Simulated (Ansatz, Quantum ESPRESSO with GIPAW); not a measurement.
# CH9ClN6: what the 13C spectrum says of the structure

A crystal of composition CH9ClN6 (one database entry, not always the ambient form) has the 13C spectrum and parameters below, calculated by GIPAW (PBEsol; shifts against TMS, scatter of the reference line 0.8 ppm; spans on the shift scale).

Simulated spectrum: 13C static powder, 7.05 T (75.5 MHz), lines broadened by 2.7 ppm; rigid lattice, with dipolar and J couplings left out.

δ (ppm), intensity and a bar:
```
    213.9       0.00 
    208.7       0.00 
    203.5       0.01 
    198.4       0.60 ##################
    196.8       1.00 ##############################
    193.6       0.57 #################
    188.4       0.38 ###########
    183.2       0.30 #########
    178.5       0.26 ########
    173.3       0.23 #######
    168.1       0.21 ######
    163.3       0.19 ######
    158.2       0.18 #####
    153.0       0.17 #####
    147.8       0.16 #####
    143.0       0.15 #####
    137.9       0.15 ####
    132.7       0.14 ####
    127.9       0.14 ####
    122.7       0.13 ####
    117.6       0.13 ####
    112.8       0.12 ####
    107.6       0.12 ####
    102.5       0.12 ###
     97.3       0.11 ###
     92.5       0.11 ###
     87.3       0.11 ###
     82.2       0.11 ###
     77.4       0.10 ###
     72.2       0.10 ###
     67.0       0.10 ###
     62.3       0.02 #
     57.1       0.00 
     51.9       0.00 
     47.1       0.00
```

Most prominent maxima (ppm: height): 196.8: 1.00.

```tsv
line	δ_iso (ppm)	relative area	span (ppm)	skew
A	152.9	1	134.5	1.00
```

Q: What surrounds each C site, and how symmetric is it?

A: skew ±1 point to an axis of order three or more.  The structure behind these values (space group P6_3/m; other structures could give like values):

```tsv
line	surroundings	neighbours	bonds (Å)	site symmetry
A	CN3	3	1.341	-6
```

[Banner, clock, file and message-heading lines were taken out of the pw.x and gipaw.x logs.]

[Logs are printed without paths, hosts, clocks, repeated set-up lines and the standing remarks that a program may print on its own settings, such as how far it seeks lower states.]

[Hosts, paths, dates, database ids (printed as entryN), source tags and the programs' standing remarks are cut or masked in the printed files.]
